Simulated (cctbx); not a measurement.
**Mg3W: solution and refinement**

Cell a = 4.2910 Å, b = 4.2910 Å, c = 4.2910 Å, α = 90.00°, β = 90.00°, γ = 90.00°; space group Pm-3m (no. 221); content W1 Mg3.

The data are simulated with cctbx, not measured: Mo Kα, λ = 0.71073 Å, to d = 0.84 Å, 95 % of the full sphere, strongest reflection 70000 counts, noise from counting, a 3 % proportional error and a noise floor of 15 counts (s.d.); no absorption.

Charge flipping in P1 on normalised amplitudes to 0.84 Å, δ = 1.2 σ, 20 % of the reflections treated as weak, 300 cycles:

```text
cycle      R  skewness
    0  0.411     0.37
   25  0.267     4.80
   50  0.243     5.23
   75  0.279     5.67
  100  0.289     5.10
  125  0.279     5.14
  150  0.261     5.47
  175  0.252     5.23
  200  0.285     5.04
  225  0.268     4.94
  250  0.236     5.19
  275  0.265     5.17
origin shift          correlation  skewness
 0.290  0.086  0.874      0.937      5.17
 0.295  0.586  0.365      0.931     11.98
 0.362  0.069  0.356      0.900      4.04
 0.367  0.559  0.844      0.892      2.89
taken: symmetry correlation 0.931, skewness 11.98
peak      x       y       z  mult  height/sigma
Q1    0.5000  0.5000  0.5000    1     22.7
Q2    0.0000  0.0000  0.5000    3      2.0
Q3    0.0000  0.0000  0.0000    1      1.4
Q4    0.3383  0.3383  0.3383    8      0.8
Q5    0.2114  0.5000  0.5000    6      0.8
Q6    0.0000  0.5000  0.5000    3      0.5
Q7    0.0000  0.1710  0.1710   12      0.4
```

The origin is taken among those within 0.04 of the best correlation, by the skewness of the map.

Run time: 1.1 s on 1 thread of Arm Neoverse V2 (shared host), peak memory 0.07 GiB.

Q: Assign the peaks.

Heights go roughly as Z and multiplicities must add up to the content. First model: Q1 = W1 (1 in the cell, height 22.7) and Q2 = Mg1 (3 in the cell, height 2.0). Against the true structure, Q1 is W and Q2 is Mg; the other peaks are not atoms.

Least squares on F², isotropic:

```text
Rint 0.023, 28 unique reflections to 0.84 A
cycle     R1     wR2    GooF  max shift (A)
   1  0.0273  0.0672   9.396   0.00000
   2  0.0032  0.0070   0.980   0.00000
final R1 0.0032 wR2 0.0070 GooF 0.980  parameters 2  data/parameter 14.0
atom        x        y        z      Ueq    occ   su(xyz)  su(Uiso or U11)
W1     0.50000  0.50000  0.50000   0.0192  1.000  0.00000  0.0001
Mg1    0.00000  0.00000  0.50000   0.0306  1.000  0.00000  0.0003
difference map: max 0.19 min -0.12 rms 0.04
Q1    0.0000  0.0000  0.4092    6    0.19  0.39 A from Mg1
Q2    0.2874  0.2874  0.2874    8    0.13  1.58 A from W1
Q3    0.3510  0.5000  0.5000    6    0.07  0.64 A from W1
Q4    0.5000  0.5000  0.5000    1    0.07  0.00 A from W1
Q5    0.1020  0.1020  0.5000   12    0.06  0.62 A from Mg1
```

Anisotropic refinement:

```text
Rint 0.023, 28 unique reflections to 0.84 A
cycle     R1     wR2    GooF  max shift (A)
   1  0.0032  0.0070   1.002   0.00000
   2  0.0031  0.0065   0.929   0.00000
final R1 0.0031 wR2 0.0065 GooF 0.929  parameters 3  data/parameter 9.3
atom        x        y        z      Ueq    occ   su(xyz)  su(Uiso or U11)
W1     0.50000  0.50000  0.50000   0.0192  1.000  0.00000  0.0001
Mg1    0.00000  0.00000  0.50000   0.0306  1.000  0.00000  0.0004
difference map: max 0.13 min -0.11 rms 0.04
Q1    0.0000  0.0000  0.5000    3    0.14  0.00 A from Mg1
Q2    0.2866  0.2866  0.2866    8    0.13  1.59 A from W1
Q3    0.3528  0.5000  0.5000    6    0.08  0.63 A from W1
Q4    0.5000  0.5000  0.5000    1    0.07  0.00 A from W1
Q5    0.2952  0.2952  0.5000   12    0.06  1.24 A from W1
Q6    0.0000  0.2953  0.2953   12    0.04  1.54 A from Mg1
```

**Reading.** The refinement ends at R1 = 0.0031, wR2 = 0.0065, GooF = 0.93, with difference density between -0.11 and 0.13 e/Å³. Every site matches the true model in element, within 0.001 Å r.m.s., up to an allowed shift of origin.

True model:

| atom | mult. | x | y | z | Ueq (Å²) |
| --- | --- | --- | --- | --- | --- |
| W1 | 1 | 0 | 0 | 0 | 0.0192 |
| Mg1 | 3 | 1/2 | 1/2 | 0 | 0.0307 |

The model is made up (kin elements in a known structure type, no relaxation), so it says nothing on whether the phase exists.

[Middle refinement cycles are left out of these outputs.]

[Logs are printed without paths, hosts, clocks, repeated set-up lines and the standing remarks that a program may print on its own settings, such as how far it seeks lower states.]
